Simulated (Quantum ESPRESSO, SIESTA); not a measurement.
# Out-of-plane response of fcc Rh under biaxial strain, QE, PBEsol

Calculated with Quantum ESPRESSO 7.5: PBEsol; plane waves, GBRV 1.5 ultrasoft, 45/270 Ry; k-mesh 8×8×8. The first two cell vectors are strained alike from typed lattice constants; the third vector's length and the atoms are relaxed. The typed cell isn't stress-free: at zero strain the reference's in-plane stress is -5.4 GPa, compression positive.

| in-plane strain (%) | 100 ln(c/c at zero strain) |
| --- | --- |
| -4 | 3.744 |
| -3 | 2.766 |
| -2 | 1.817 |
| -1 | 0.914 |
| 0 | 0 |
| +1 | -0.911 |
| +2 | -1.829 |
| +3 | ? |
| +4 | -3.764 |

Task: Fit a second-order form in the logarithmic strain to the rows given and interpolate to the withheld row.

**Working.**

With u = ln[(1 + ε)/(1 + ε0)], counted from the row at ε0 = +0 % where y0 = 0, a second-order form y = y0 + a u + b u² makes v = (y − y0)/u a line in u.

```
         u         v
-0.0408220  -91.7153
-0.0304592  -90.8100
-0.0202027  -89.9384
-0.0100503  -90.9422
0.00995033  -91.5547
 0.0198026  -92.3615
 0.0392207  -95.9697
```

With n = 7: mean u = -0.00465151, mean v = -91.8988, Σ(u − ū)² = 0.0049813, Σ(u − ū)(v − v̄) = -0.25528. Slope b = -0.25528 / 0.0049813 = -51.247; intercept a = v̄ − b ū = -92.137.

At the withheld row u = 0.02956, v = a + b u = -93.65, and y = y0 + u v.

Prediction at +3: -2.768. The run gave -2.772, so the fit is high by 0.0038 (0.14 % of the value).

The first-order term says that the third edge changes by -0.92 % for each per cent of in-plane stretch at ε0. The second-order term makes up 1.6 % of v at the withheld row. Among the rows given, the largest miss of the fit is at +4, by 0.071 (0.95 % of the range of the table).

Limits: The nuclei are static. The DFT runs use Fermi–Dirac occupations of width 0.1 eV, and energies are free energies.

[Logs are printed without paths, hosts, clocks, repeated set-up lines and the standing remarks that a program may print on its own settings, such as how far it seeks lower states.]

[Hosts, paths, dates, database ids (printed as entryN), source tags and the programs' standing remarks are cut or masked in the printed files.]
